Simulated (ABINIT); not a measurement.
Planning a run of ABINIT 10.8.3 on MgH2 (P4_2/mnm). The input:

```
acell 3*1.0 Angstrom
rprim 
  4.516800000000 0.000000000000 0.000000000000
  0.000000000000 4.516800000000 0.000000000000
  0.000000000000 0.000000000000 3.020500000000
ntypat 2
znucl 12 1
natom 6
typat 1 1 2 2 2 2
xred 
  0.000000000000 0.000000000000 0.000000000000
  0.500000000000 0.500000000000 0.500000000000
  0.306000000000 0.306000000000 0.000000000000
  0.194000000000 0.806000000000 0.500000000000
  0.694000000000 0.694000000000 0.000000000000
  0.806000000000 0.194000000000 0.500000000000
pp_dirpath "pseudos"
pseudos "Mg.upf, H.upf"
ecut 38
ngkpt 4 4 4
nshiftk 1
shiftk 0 0 0
kptopt 1
chksymbreak 0
istwfk *1
occopt 1
irdwfk 1
optdriver 4
nband 93
gwcalctyp 0
ecutsigx 38
symsigma 0
nkptgw 4
kptgw 
  0.2500000000 0.0000000000 0.0000000000
  0.5000000000 0.5000000000 0.5000000000
  0.2500000000 0.2500000000 0.5000000000
  0.0000000000 0.0000000000 0.0000000000
bdgw 
  11 14
  11 14
  11 14
  10 14
ecuteps 5
irdscr 1
ppmodel 1
indata_prefix "in"
outdata_prefix "out"
tmpdata_prefix "tmp"
```

```sh
OMP_NUM_THREADS=1 mpirun -n 8 abinit run.abi > log
```

Q: How long will it take on 8 MPI ranks of Arm Neoverse V2, shared host, and how much memory?

It took 30 s; on shared hardware allow 15 s to 59 s. Peak host memory was 2.0 GiB.

[Paths, hosts, dates, memory and timing lines, banners, echoed tables and standing remarks are left out of the program output.]

[Logs are printed without paths, hosts, clocks, repeated set-up lines and the standing remarks that a program may print on its own settings, such as how far it seeks lower states.]

[Runs of the session that timed out or met a known fault of the program may be left out.]

[Hosts, paths, dates, database ids (printed as entryN), source tags and the programs' standing remarks are cut or masked in the printed files.]

[G0W0 gaps are taken among the corrected bands and points alone; a level outside them can change the order at an edge.]

[Where Ansatz stands beside ABINIT at settings called matched, ABINIT's density can come from a denser mesh and the files from another edition; pairs whose starting gaps differed by over 0.03 eV were left out, so agreement reads better than it is.]
